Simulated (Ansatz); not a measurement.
**TlCr2O4: relaxing a made-up structure**

Starting from a made-up structure for TlCr2O4, the aim is the relaxed cell, its shortest contacts and, where a second run follows, its electronic structure.

Program: Ansatz 0.2.0. Level of theory: DFT, PBE, plane-wave PAW, files of the set soft_1, scalar-relativistic, ferromagnetic start, cell and ions relaxed at zero pressure; PAW set soft_1. Results are calculated unless marked as measured.

**1. Starting point**

Symmetry: P-1, No. 2, triclinic system. Conventional cell: a = 3.169 Å, b = 5.468 Å, c = 5.665 Å, α = 68.92°, β = 89.39°, γ = 89.37°. Nearest to Tl lie 6 O at 2.33 to 2.42 Å. Nearest to Cr lie 6 O at 2.08 to 2.18 Å. Nearest to Cr lie 6 O at 2.09 to 2.13 Å. Nearest to O lie 3 Cr at 2.08 to 2.17 Å and 2 Tl at 2.33 to 2.41 Å. Nearest to O lie 3 Cr at 2.13 to 2.18 Å and 1 Tl at 2.42 Å. Farther neighbours and most contacts between anions are not listed.

**2. Relaxing cell and atoms**

The guess takes its coordinates from another compound and its volume from a rule, so the cell and any free coordinates are relaxed together.

The input, input.yaml:

```yaml
crystal:
  lattice:
    - [3.169, 0.0, 0.0]
    - [0.060122589, 5.467669455, 0.0]
    - [0.060311331, 2.036996911, 5.285757385]
  atoms:
    - { symbol: Tl, position: [0.5, 0.5, 0.0] }
    - { symbol: Cr, position: [0.5, 0.0, 0.5], spin: 3.0 }
    - { symbol: Cr, position: [0.0, 0.5, 0.5], spin: 3.0 }
    - { symbol: O, position: [0.9797, 0.246, 0.2993] }
    - { symbol: O, position: [0.4997, 0.7392, 0.2863] }
    - { symbol: O, position: [0.5003, 0.2608, 0.7137] }
    - { symbol: O, position: [0.0203, 0.754, 0.7007] }
magnetization:
  spin_polarized: true
kpoints:
  mp_grid: { grid: [8, 5, 5] }
scf:
  occupations: { method: fermi_dirac, width: 0.05 }
hamiltonian:
  xc: pbe
  pseudopotentials: { kind: paw, azcp: { folder: soft_1 } }
relax:
  f_tol: 0.015
  max_steps: 70
  cell: {}
output:
  forces: true
  stress: true
```

Launch:

```sh
$ ansatz run input.yaml --threads 4 --pin off --max-ram 10240MiB --backend cpu --events-out ev --progress --plain --runs-dir out
```

Numbers of over 12 decimals in the logs are rounded to 6 here.

Output:

```text
Engine: ansatz 0.2.0, x86_64-unknown-linux-gnu
Pseudopotentials: kind: paw
Pseudopotential: Tl, paw, valence charge 13, recommended cutoff 420 eV (normal), soft_1/Tl.paw.azcp
Pseudopotential: Cr, paw, valence charge 14, recommended cutoff 420 eV (normal), soft_1/Cr.paw.azcp
Pseudopotential: O, paw, valence charge 6, recommended cutoff 420 eV (normal), soft_1/O.paw.azcp
Functional definition: PBE
  parameter kappa = 0.804
  parameter beta = 0.066725
  exchange = pbe_x(kappa = kappa, mu = beta*pi^2/3)
  correlation = pbe_c(beta = beta)
Crystal: 7 atoms, lattice volume = 91.587 Å³
Basis set: ecut = 420 eV, 1791 PW (Γ), exchange–correlation on 48×80×80 points (8 copies of the dense FFT grid, shifted against one another)
Bands: 43, of which v1, the nominal top of the filled ones, is band 33 counted from 1 (32 counted from 0)
Symmetry: 2 space group operations
Space group: P-1 (ITA 2), of the structure as read, at distance tolerance 4.5e-5 Å
Magnetic group: BNS 2.4 (UNI 4), of the structure as read, at distance tolerance 4.5e-5 Å
k-points: 101 of 200
Non-local potential: Tl, projectors of the file, l = 0: 2, l = 1: 2, l = 2: 2, l = 3: 1
Non-local potential: Cr, projectors of the file, l = 0: 3, l = 1: 2, l = 2: 3, l = 3: 1
Non-local potential: O, projectors of the file, l = 0: 2, l = 1: 2, l = 2: 1
PAW form: soft (Blöchl's): semilocal exchange-correlation on the pseudo side does not see the compensation charge
PAW one-centre angular grid: Tl, 590 points (default); XC on 64 Gauss nodes
PAW one-centre angular grid: Cr, 590 points (default); XC on 64 Gauss nodes
PAW one-centre angular grid: O, 110 points (default); XC on 64 Gauss nodes
Initial density: superposition of atomic densities (chi_scale 0.1, normalization cell, long waves kept (reshape's long-wave potential 0.11 eV rms))
Starting moments: Σ|m| = 6 μB on 2 of 7 sites
Initial wavefunctions: pseudopotential atomic-orbital guess
Functional: x = pbe(κ = 0.804, μ = 0.219515), c = pbe(β = 0.066725)
SCF iter   1: F=—  HF=-20470.214395 eV  |F-HF|=—  |Δ(HF+E_count)|=         —  Δρ=4.66e-2 (↑4.66e-2 ↓3.46e-2)  dr2=2.64e0  dr2_m=6.34e-1  M=5.603 μB ∫|m|=6.082 μB  β_m=0.30  ethr=3.10e-3  ⟨swp⟩=6.3  Hψ=31997  notcnv=0
Mixer restart at iter 1: flushing history
preconditioner: auto → Kerker (q_TF=auto, 2.577 Å⁻¹)  [metal: Δε(μ)=0.004 eV  Ē_g=10.822 eV  σ=0.050 eV  W_gap=0.02  n_scr=30 (ndim 8)  ℏωp=27.2 eV  f_vac=0.064  D(μ)=3.70/eV (n_scr^D=30)]
spin=Collinear: Kerker preconditioning applied to the charge; magnetization (m = ρ↑ − ρ↓) channel mixes plain (no charge-response kernel on spin).
SCF iter   2: F=—  HF=-20470.104577 eV  |F-HF|=—  |Δ(HF+E_count)|=   1.10e-1  Δρ=3.16e-2 (↑3.16e-2 ↓2.61e-2)  dr2=1.25e0  dr2_m=3.85e-1  M=5.747 μB ∫|m|=6.133 μB  β_m=0.62  ethr=3.10e-3  ⟨swp⟩=2.0  Hψ=11890  notcnv=0  defer=445
SCF iter   3: F=—  HF=-20470.405763 eV  |F-HF|=—  |Δ(HF+E_count)|=   3.01e-1  Δρ=1.41e-2 (↑1.41e-2 ↓9.58e-3)  dr2=3.15e-1  dr2_m=4.78e-2  M=5.948 μB ∫|m|=6.302 μB  β_m=0.63  ethr=1.93e-3  ⟨swp⟩=2.0  Hψ=14508  notcnv=0  defer=445
SCF iter   4: F=—  HF=-20470.346307 eV  |F-HF|=—  |Δ(HF+E_count)|=   5.95e-2  Δρ=3.36e-3 (↑3.36e-3 ↓3.00e-3)  dr2=5.42e-2  dr2_m=1.16e-3  M=6.016 μB ∫|m|=6.364 μB  β_m=0.69  ethr=4.85e-4  ⟨swp⟩=3.0  Hψ=16841  notcnv=0  defer=448
SCF iter   5: F=—  HF=-20470.355180 eV  |F-HF|=—  |Δ(HF+E_count)|=         —  Δρ=2.79e-3 (↑2.79e-3 ↓1.54e-3)  dr2=2.79e-2  dr2_m=1.19e-3  M=6.064 μB ∫|m|=6.419 μB  β_m=0.69  ethr=8.34e-5  ⟨swp⟩=2.5  Hψ=13994  notcnv=0  defer=460
Mixer restart at iter 5: flushing history
SCF iter   6: F=—  HF=-20470.358447 eV  |F-HF|=—  |Δ(HF+E_count)|=   3.27e-3  Δρ=1.38e-3 (↑1.38e-3 ↓1.14e-3)  dr2=1.38e-2  dr2_m=1.68e-4  M=6.078 μB ∫|m|=6.429 μB  β_m=0.85  ethr=4.29e-5  ⟨swp⟩=2.4  Hψ=11868  notcnv=0  defer=460
SCF iter   7: F=—  HF=-20470.359709 eV  |F-HF|=—  |Δ(HF+E_count)|=   1.26e-3  Δρ=1.33e-3 (↑1.33e-3 ↓1.12e-3)  dr2=1.07e-2  dr2_m=4.07e-5  M=6.087 μB ∫|m|=6.440 μB  β_m=0.86  ethr=2.13e-5  ⟨swp⟩=2.0  Hψ=12284  notcnv=0  defer=460
SCF iter   8: F=—  HF=-20470.359724 eV  |F-HF|=—  |Δ(HF+E_count)|=   1.54e-5  Δρ=5.51e-4 (↑5.51e-4 ↓4.02e-4)  dr2=1.53e-3  dr2_m=2.39e-5  M=6.097 μB ∫|m|=6.446 μB  β_m=0.93  ethr=1.64e-5  ⟨swp⟩=2.0  Hψ=11877  notcnv=0  defer=460
SCF iter   9: F=—  HF=-20470.360277 eV  |F-HF|=—  |Δ(HF+E_count)|=   5.53e-4  Δρ=2.92e-4 (↑2.92e-4 ↓2.82e-4)  dr2=3.21e-4  dr2_m=2.10e-6  M=6.094 μB ∫|m|=6.442 μB  β_m=0.91  ethr=2.35e-6  ⟨swp⟩=2.0  Hψ=13342  notcnv=0  defer=460
SCF iter  10: F=—  HF=-20470.360349 eV  |F-HF|=—  |Δ(HF+E_count)|=   7.13e-5  Δρ=1.45e-4 (↑1.45e-4 ↓1.29e-4)  dr2=6.04e-5  dr2_m=2.02e-6  M=6.097 μB ∫|m|=6.443 μB  β_m=0.85  ethr=4.94e-7  ⟨swp⟩=2.0  Hψ=13642  notcnv=0  defer=460
SCF iter  11: F=—  HF=-20470.360483 eV  |F-HF|=—  |Δ(HF+E_count)|=   1.34e-4  Δρ=6.91e-5 (↑6.91e-5 ↓4.51e-5)  dr2=1.74e-5  dr2_m=3.62e-7  M=6.097 μB ∫|m|=6.443 μB  β_m=0.92  ethr=9.29e-8  ⟨swp⟩=2.0  Hψ=13210  notcnv=0  defer=460
SCF iter  12: F=—  HF=-20470.360489 eV  |F-HF|=—  |Δ(HF+E_count)|=   6.12e-6  Δρ=8.11e-5 (↑8.11e-5 ↓3.41e-5)  dr2=8.98e-6  dr2_m=1.03e-6  M=6.096 μB ∫|m|=6.442 μB  β_m=0.76  ethr=2.67e-8  ⟨swp⟩=2.0  Hψ=14719  notcnv=0  defer=460
SCF iter  13: F=—  HF=-20477.935726 eV  |F-HF|=—  |Δ(HF+E_count)|=         —  Δρ=1.96e-1 (↑1.96e-1 ↓1.87e-1)  dr2=8.40e-2  dr2_m=3.08e1  M=0.611 μB ∫|m|=6.059 μB  β_m=1.00  ethr=1.38e-8  ⟨swp⟩=2.0  Hψ=14840  notcnv=0  defer=458
Mixer restart at iter 13: flushing history
SCF iter  14: F=—  HF=-20470.525909 eV  |F-HF|=—  |Δ(HF+E_count)|=    7.41e0  Δρ=2.32e-2 (↑7.34e-3 ↓2.32e-2)  dr2=2.35e-1  dr2_m=1.78e-1  M=0.558 μB ∫|m|=6.504 μB  β_m=0.76  ethr=7.69e-5  ⟨swp⟩=3.8  Hψ=21677  notcnv=0  defer=458
SCF iter  15: F=—  HF=-20470.452832 eV  |F-HF|=—  |Δ(HF+E_count)|=   7.31e-2  Δρ=5.63e-3 (↑5.59e-3 ↓5.63e-3)  dr2=7.93e-2  dr2_m=2.96e-3  M=0.609 μB ∫|m|=6.461 μB  β_m=0.68  ethr=7.69e-5  ⟨swp⟩=3.1  Hψ=19743  notcnv=0  defer=425
SCF iter  16: F=—  HF=-20470.447048 eV  |F-HF|=—  |Δ(HF+E_count)|=   5.78e-3  Δρ=3.48e-3 (↑1.60e-3 ↓3.48e-3)  dr2=3.22e-3  dr2_m=5.09e-3  M=0.600 μB ∫|m|=6.518 μB  β_m=0.77  ethr=7.69e-5  ⟨swp⟩=2.0  Hψ=17656  notcnv=0  defer=425
SCF iter  17: F=—  HF=-20470.447022 eV  |F-HF|=—  |Δ(HF+E_count)|=   2.62e-5  Δρ=1.28e-3 (↑1.28e-3 ↓7.30e-4)  dr2=1.58e-3  dr2_m=4.70e-4  M=0.603 μB ∫|m|=6.531 μB  β_m=0.69  ethr=4.95e-6  ⟨swp⟩=2.1  Hψ=15086  notcnv=0  defer=425
[...]
relax step  13: F+E_penalty+E_count = -20473.13719011 eV  Δ(F+E_penalty+E_count) = +2.268e-4 eV  max|allowed force component| = 4.497e-3 eV/Å  Δτ_max = 0.0038 Å  P = +0.052 GPa  Ω = 97.966 Å³  energy of the carried Pulay correction = -9.785e-3 eV  (7 SCF iters, dr2 threshold 3.17e-7 eV, accepted)
relax step  14: F+E_penalty+E_count = -20473.13700833 eV  Δ(F+E_penalty+E_count) = +1.818e-4 eV  max|allowed force component| = 2.081e-3 eV/Å  Δτ_max = 0.0031 Å  P = +0.001 GPa  Ω = 98.044 Å³  energy of the carried Pulay correction = -1.003e-2 eV  (9 SCF iters, dr2 threshold 3.30e-8 eV, accepted)
relax step  15: F+E_penalty+E_count = -20473.15226447 eV  Δ(F+E_penalty+E_count) = -1.526e-2 eV  max|allowed force component| = 1.907e-3 eV/Å  Δτ_max = 0.0000 Å  P = +0.097 GPa  Ω = 98.044 Å³  stress off target by 3.97e-1 GPa  SCF on the basis re-selected at this cell (its energy is not comparable with the rows above)  (13 SCF iters)
relax step  16: F+E_penalty+E_count = -20473.15241043 eV  Δ(F+E_penalty+E_count) = -1.460e-4 eV  max|allowed force component| = 7.747e-3 eV/Å  Δτ_max = 0.0060 Å  P = -0.011 GPa  Ω = 98.269 Å³  energy of the carried Pulay correction = -4.982e-4 eV  (8 SCF iters, dr2 threshold 3.94e-7 eV, accepted)
iter 1 solved again at ethr=4.67e-8 eV; its pass at ethr=3.10e-3 eV (dr2=3.04e-5 eV) is discarded
SCF iter   1: F=—  HF=-20473.151390 eV  |F-HF|=—  |Δ(HF+E_count)|=         —  Δρ=1.07e-4 (↑1.07e-4 ↓1.07e-4)  dr2=1.01e-6  dr2_m=5.18e-7  M=0.147 μB ∫|m|=4.969 μB  β_m=0.65  ethr=4.67e-8  ⟨swp⟩=4.1  Hψ=60429  notcnv=0
preconditioner: auto → none  [metal: Δε(μ)=0.003 eV  Ē_g=10.782 eV  σ=0.050 eV  W_gap=0.02  n_scr=18 (ndim 8)  ℏωp=26.2 eV  f_vac=0.152  D(μ)=5.34/eV (n_scr^D=52)]
SCF iter   2: F=—  HF=-20473.152783 eV  |F-HF|=—  |Δ(HF+E_count)|=   1.39e-3  Δρ=3.74e-5 (↑3.74e-5 ↓3.74e-5)  dr2=1.39e-7  dr2_m=6.47e-8  M=0.147 μB ∫|m|=4.969 μB  β_m=0.62  ethr=1.56e-9  ⟨swp⟩=3.0  Hψ=16727  notcnv=0
SCF iter   3: F=—  HF=-20473.153011 eV  |F-HF|=—  |Δ(HF+E_count)|=   2.28e-4  Δρ=5.08e-6 (↑3.98e-6 ↓5.08e-6)  dr2=3.77e-8  dr2_m=2.84e-9  M=0.147 μB ∫|m|=4.969 μB  β_m=0.55  ethr=2.13e-10  ⟨swp⟩=3.1  Hψ=16063  notcnv=0
SCF iter   4: F=—  HF=-20473.153012 eV  |F-HF|=—  |Δ(HF+E_count)|=   1.82e-6  Δρ=1.80e-6 (↑1.80e-6 ↓1.74e-6)  dr2=9.74e-9  dr2_m=3.92e-10  M=0.147 μB ∫|m|=4.969 μB  β_m=0.49  ethr=5.80e-11  ⟨swp⟩=2.0  Hψ=13104  notcnv=0
SCF iter   5: F=—  HF=-20473.153013 eV  |F-HF|=—  |Δ(HF+E_count)|=   6.99e-8  Δρ=8.51e-7 (↑8.51e-7 ↓8.09e-7)  dr2=2.52e-9  dr2_m=8.46e-11  M=0.147 μB ∫|m|=4.969 μB  β_m=0.43  ethr=1.50e-11  ⟨swp⟩=2.0  Hψ=11805  notcnv=0
SCF iter   6: F=—  HF=-20473.153008 eV  |F-HF|=—  |Δ(HF+E_count)|=   5.02e-6  Δρ=4.21e-7 (↑3.62e-7 ↓4.21e-7)  dr2=2.80e-10  dr2_m=5.38e-11  M=0.147 μB ∫|m|=4.969 μB  β_m=0.55  ethr=3.88e-12  ⟨swp⟩=3.0  Hψ=17680  notcnv=0
SCF iter   7: F=—  HF=-20473.153008 eV  |F-HF|=—  |Δ(HF+E_count)|=   9.36e-9  Δρ=1.87e-7 (↑1.67e-7 ↓1.87e-7)  dr2=3.08e-11  dr2_m=1.64e-11  M=0.147 μB ∫|m|=4.969 μB  β_m=0.62  ethr=1.00e-12  ⟨swp⟩=2.5  Hψ=14371  notcnv=0
SCF iter   8: F=—  HF=-20473.153008 eV  |F-HF|=—  |Δ(HF+E_count)|=   1.35e-9  Δρ=1.21e-7 (↑7.52e-8 ↓1.21e-7)  dr2=2.78e-11  dr2_m=2.11e-12  M=0.147 μB ∫|m|=4.969 μB  β_m=0.54  ethr=1.00e-12  ⟨swp⟩=2.0  Hψ=12516  notcnv=0
SCF iter   9: F=—  HF=-20473.153008 eV  |F-HF|=—  |Δ(HF+E_count)|=  8.00e-11  Δρ=3.86e-8 (↑3.37e-8 ↓3.86e-8)  dr2=1.68e-12  dr2_m=5.12e-13  M=0.147 μB ∫|m|=4.969 μB  β_m=0.77  ethr=1.00e-12  ⟨swp⟩=1.6  Hψ=9132  notcnv=0
SCF iter  10: F=-20473.153008 eV  HF=-20473.153008 eV  |F-HF|=1.09e-11  |Δ(HF+E_count)|=  9.46e-11  Δρ=5.29e-8 (↑5.29e-8 ↓3.59e-8)  dr2=6.89e-12  dr2_m=1.98e-13  M=0.147 μB ∫|m|=4.969 μB  ethr=1.00e-12  ⟨swp⟩=3.0  Hψ=27245  notcnv=0
the starting moments were not kept: 1 of 2 ended reversed and 1 kept their direction, counting a site from 0.1 μB. The largest reversed, site 2 (counted from 0, in the order of the report's site_moments_mub), started with +3.0 μB and closes at -1.9e0 μB in its sphere. The net magnetisation is 1.4e-1 μB in size, at most 0.1 of the 6 μB that the starting moments add up to as vectors.
SCF 17 converged in 10 iterations: F = -20473.153008 eV  dr2 = 6.89e-12
relax step  17: F+E_penalty+E_count = -20473.15300753 eV  Δ(F+E_penalty+E_count) = -5.971e-4 eV  max|allowed force component| = 7.790e-3 eV/Å  Δτ_max = 0.0000 Å  P = -0.009 GPa  Ω = 98.269 Å³  stress off target by 4.41e-2 GPa  SCF on the basis re-selected at this cell (its energy is not comparable with the rows above)  (10 SCF iters)
basis re-selected at this cell: Δ(F+E_penalty+E_count) = -5.971e-4 eV, ΔP = +0.002 GPa vs the last step (what re-selecting the basis moved, of the pressure what is left beyond the Pulay correction that the steps carried, after the strain that the cell walked since its last selection, with what the two solves' SCF thresholds leave and, on support functions, any second-order correction that the steps lacked; it is no m [...]
SCF converged after 10 iterations
Magnetization: 0.1470 μB (32.5735 up, 32.4265 down)
Absolute magnetization: 4.9812 μB (∫|ρ↑−ρ↓|, with the PAW one-centre terms)
Spin contamination: 2.2739 ħ² per cell (⟨S²⟩ above its minimum at these occupations)
Per-site moments (μB) at R_I (Å): [(0.00697324, 1.140146), (1.999873, 0.807904), (-1.913701, 0.803505), (-0.00500153, 0.803505), (0.018072, 0.807904), (0.018072, 0.807904), (-0.00500153, 0.803505)]
Free energy (F): -20473.153008 eV
Harris-Foulkes:  -20473.153008 eV  (|F-HF|=1.09e-11)
Internal energy: -20473.110161 eV  (E = F + TS)
E sigma→0 (E₀):  -20473.131584 eV
Entropy (-TS):   -0.042847 eV (-6.121 meV/atom)
Fermi energy:    8.740347 eV
--- Per-component energies (eV) ---
  E_band       = -603.054508
  E_kinetic    = 1534.216107
  E_local      = -7986.365970  (includes V_loc(G=0)·N_el)
  E_nonlocal   = 613.688149
  E_hartree    = 3481.579676
  E_xc         = -702.355461
  E_vxc        = -780.809109  (∫ρ·V_xc dr)
  E_paw        = -13270.558484  (= ΣΔE_a)
  E_vpaw       = -946.947917  (= ΣTr[D̂ρ^β])
  E_aug_tail   = 0.004989  (compensation charges beyond the density's cutoff)
  E_ewald      = -4143.319168
  E_smearing   = -0.042847  (= −TS)
  E_closure    = 0.000000  (closes the sum)
  Σ components = -20473.153008   (vs F -20473.153008, Δ=0.00e0)
--- Forces (eV/Å), atoms counted from 1 ---
  atom   1  Tl     0.00000000     0.00000000     0.00000000
  atom   2  Cr     0.00000000     0.00000000     0.00000000
  atom   3  Cr     0.00000000     0.00000000     0.00000000
  atom   4  O     -0.00017532    -0.00008813     0.00767569
  atom   5  O      0.00000390    -0.00006242     0.00778977
  atom   6  O     -0.00000390     0.00006242    -0.00778977
  atom   7  O      0.00017532     0.00008813    -0.00767569
  max |Σ_I F_I| component: 8.67e-19 eV/Å
--- Stress (GPa, compression-positive) ---
       -0.017541       0.000082      -0.004377
        0.000082      -0.019493      -0.036261
       -0.004377      -0.036261       0.009863
  P = ⅓ Tr σ = -0.0091 GPa (-0.091 kbar)
--- Relaxed structure (14 steps of the walk, 14 accepted, 3 SCFs on fresh bases) ---
  F+E_penalty+E_count = -20473.15300753 eV   max|allowed force component| = 7.790e-3 eV/Å   (the final SCF, on the basis selected at the relaxed cell)
  cell:  # Å, volume = 98.2692 Å³
    - [3.003279, -0.017043, -0.00820851]
    - [0.027572, 4.935076, -0.163206]
    - [0.032511, 1.680748, 6.574357]
  atoms:
    - { symbol: Tl, position: [0.5, 0.500000, 0.0] }
    - { symbol: Cr, position: [0.5, 2.7755575615628914e-17, 0.500000] }
    - { symbol: Cr, position: [0.0, 0.5, 0.500000] }
    - { symbol: O, position: [1.000248, 0.207791, 0.347623] }
    - { symbol: O, position: [0.500255, 0.704256, 0.348543] }
    - { symbol: O, position: [0.499745, 0.295744, 0.651457] }
    - { symbol: O, position: [-0.00024769, 0.792209, 0.652377] }
```

Elapsed: 2.6 min, on 4 threads of INTEL XEON PLATINUM 8581C at 2.10GHz (Emerald Rapids), shared host; peak memory 1.1 GiB.

Step by step:

| step | energy less that of the first step (eV) | largest force component (eV/Å) | pressure (GPa) | volume (Å³) |
| --- | --- | --- | --- | --- |
| 1 | 0.0000 | 1.9502 | -7.07 | 91.59 |
| 2 | -1.1626 | 1.3322 | -5.16 | 92.21 |
| 3 | -2.0429 | 0.4361 | 7.09 | 88.94 |
| 4 | -2.3295 | 0.1311 | 1.03 | 93.24 |
| 5 | -2.3986 | 0.4636 | 2.39 | 94.10 |
| 6 | -2.4239 | 0.1106 | -0.12 | 93.96 |
| 7 | -2.4259 | 0.0176 | 0.06 | 94.21 |
| 8 | -2.4259 | 0.0109 | 0.02 | 94.27 |
| 9 | -2.4259 | 0.0009 | 0.00 | 94.27 |
| 10* | -2.6126 | 0.0057 | 2.34 | 94.27 |
| 11 | -2.6736 | 0.0146 | 1.15 | 96.06 |
| 12 | -2.6906 | 0.0116 | 0.20 | 97.77 |
| 13 | -2.6904 | 0.0045 | 0.05 | 97.97 |
| 14 | -2.6902 | 0.0021 | 0.00 | 98.04 |
| 15* | -2.7055 | 0.0019 | 0.10 | 98.04 |
| 16 | -2.7056 | 0.0077 | -0.01 | 98.27 |
| 17* | -2.7062 | 0.0078 | -0.01 | 98.27 |

Relaxation steps marked * repeat the geometry before them on a plane-wave basis chosen anew for their cell, so energy and pressure can jump there.

The run keeps the 2 symmetry operations that it works with, so distortions that break them were not tested.

| cell as run | before | after | change |
| --- | --- | --- | --- |
| a (Å) | 3.169 | 3.003 | -5.2 % |
| b (Å) | 5.468 | 4.938 | -9.7 % |
| c (Å) | 5.665 | 6.786 | +19.8 % |
| α (°) | 68.92 | 77.55 | +12.5 % |
| β (°) | 89.39 | 89.96 | +0.6 % |
| γ (°) | 89.37 | 90.00 | +0.7 % |
| volume (Å³/atom) | 13.08 | 14.04 | +7.3 % |

The atoms that moved most (Å, as changes of fractional coordinates times the final cell):

```
atom      dx      dy      dz  length
  O5   0.003  -0.068   0.415   0.420
  O6  -0.003   0.068  -0.415   0.420
  O4   0.062  -0.108   0.324   0.347
  O7  -0.062   0.108  -0.324   0.347
```

Final coordinates:

```xyz
7
Lattice="3.0033 -0.0170 -0.0082 0.0276 4.9351 -0.1632 0.0325 1.6807 6.5744" Properties=species:S:1:pos:R:3 pbc="T T T"
Tl    1.5154    2.4590   -0.0857
Cr    1.5179    0.8319    3.2831
Cr    0.0300    3.3079    3.2056
O     3.0211    1.5927    2.2433
O     1.5332    4.0528    2.1724
O     1.5302    2.5459    4.2305
O     0.0423    5.0061    4.1597
```

Numbers from this step:

```
free energy             : -20473.1530 eV
energy at zero smearing : -20473.1316 eV
smearing term TS        : 0.04285 eV
Fermi energy            : 8.740 eV
magnetization           : 0.1470 μB
absolute magnetization  : 4.981 μB
site moments            : 0.006973, 2.000, -1.914, -0.005002, 0.01807, 0.01807, -0.005002 μB
electrons               : 65
symmetry operations     : 2
pressure                : -0.009057 GPa
```

Site moment by atom:

```csv
atom,site moment (μB)
Tl1,0.01
Cr2,2.00
Cr3,-1.91
O4,-0.01
O5,0.02
O6,0.02
O7,-0.01
```

Shortest distances by pair of elements, guess and relaxed (not always the same contact):

```
 pair  guess (Å)  relaxed (Å)
 Cr–O      2.079        1.948
  O–O      2.808        2.551
 O–Tl      2.330        2.764
Cr–Cr      3.145        2.890
Tl–Tl      3.169        3.003
```

The relaxation ends with a largest force component of 0.0078 eV/Å and a pressure of -0.01 GPa.

**3. Outcome**

- space group, relaxed: P2/m
- conventional cell: a = 4.938, b = 3.003, c = 6.786 Å; α = 90.0°, β = 102.4°, γ = 90.0°
- volume per atom: 14.04 Å³ (guess 13.08)
- total moment: 0.15 μB in the cell of 7 atoms

In words: TlCr2O4 relaxes to P2/m with a = 4.938, b = 3.003 and c = 6.786 Å. The guessed volume was 7 % too small. The symmetry rose from P-1 to P2/m, so the distortion of the structure type doesn't survive with these elements. The input starts from parallel moments, and no other start was typed; the run left that order, and the end state is ferrimagnetic. Mesh and cutoff weren't tested. A vector of the cell changed its length by 20 %, more than the volume shows. Spin-orbit coupling is left out, which can matter for elements this heavy. No dispersion term is used, so weakly bound directions may come out too long. Nothing here tests whether the compound is stable against decomposition.

[Logs are printed without paths, hosts, clocks, repeated set-up lines and the standing remarks that a program may print on its own settings, such as how far it seeks lower states.]

[Hosts, paths, dates, database ids (printed as entryN), source tags and the programs' standing remarks are cut or masked in the printed files.]
